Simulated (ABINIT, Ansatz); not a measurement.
Planning a run of ABINIT 10.8.3 on K2NaYF6 (Fm-3m). The input:

```
acell 3*1.0 Angstrom
rprim 
  -0.000000000000 4.458286000000 4.458286000000
  4.458286000000 0.000000000000 4.458286000000
  4.458286000000 4.458286000000 0.000000000000
ntypat 4
znucl 19 11 39 9
natom 10
typat 1 1 2 3 4 4 4 4 4 4
xred 
  0.750000000000 0.750000000000 0.750000000000
  0.250000000000 0.250000000000 0.250000000000
  0.500000000000 0.500000000000 0.500000000000
  0.000000000000 -0.000000000000 0.000000000000
  0.755598000000 0.244402000000 0.244402000000
  0.244402000000 0.244402000000 0.755598000000
  0.244402000000 0.755598000000 0.755598000000
  0.244402000000 0.755598000000 0.244402000000
  0.755598000000 0.244402000000 0.755598000000
  0.755598000000 0.755598000000 0.244402000000
pp_dirpath "pseudos"
pseudos "K.upf, Na.upf, Y.upf, F.upf"
ecut 38
ngkpt 2 2 2
nshiftk 1
shiftk 0 0 0
kptopt 1
chksymbreak 0
istwfk *1
occopt 1
irdwfk 1
optdriver 4
nband 230
gwcalctyp 0
ecutsigx 38
symsigma 1
nkptgw 1
kptgw 
  0.0000000000 0.0000000000 0.0000000000
bdgw 
  38 44
ecuteps 5.2
irdscr 1
ppmodel 2
indata_prefix "in"
outdata_prefix "out"
tmpdata_prefix "tmp"
```

```sh
OMP_NUM_THREADS=1 mpirun -n 4 abinit run.abi > log
```

**Question.** How long will it take on 4 MPI ranks of Arm Neoverse V2, shared host, and how much memory?

It took 24 s; on shared hardware allow 12 s to 48 s. Peak host memory was 2.0 GiB.

[Paths, hosts, dates, memory and timing lines, banners, echoed tables and standing remarks are left out of the program output.]

[Logs are printed without paths, hosts, clocks, repeated set-up lines and the standing remarks that a program may print on its own settings, such as how far it seeks lower states.]

[Runs of the session that timed out or met a known fault of the program may be left out.]

[Hosts, paths, dates, database ids (printed as entryN), source tags and the programs' standing remarks are cut or masked in the printed files.]

[G0W0 gaps are taken among the corrected bands and points alone; a level outside them can change the order at an edge.]

[Where Ansatz stands beside ABINIT at settings called matched, ABINIT's density can come from a denser mesh and the files from another edition; pairs whose starting gaps differed by over 0.03 eV were left out, so agreement reads better than it is.]
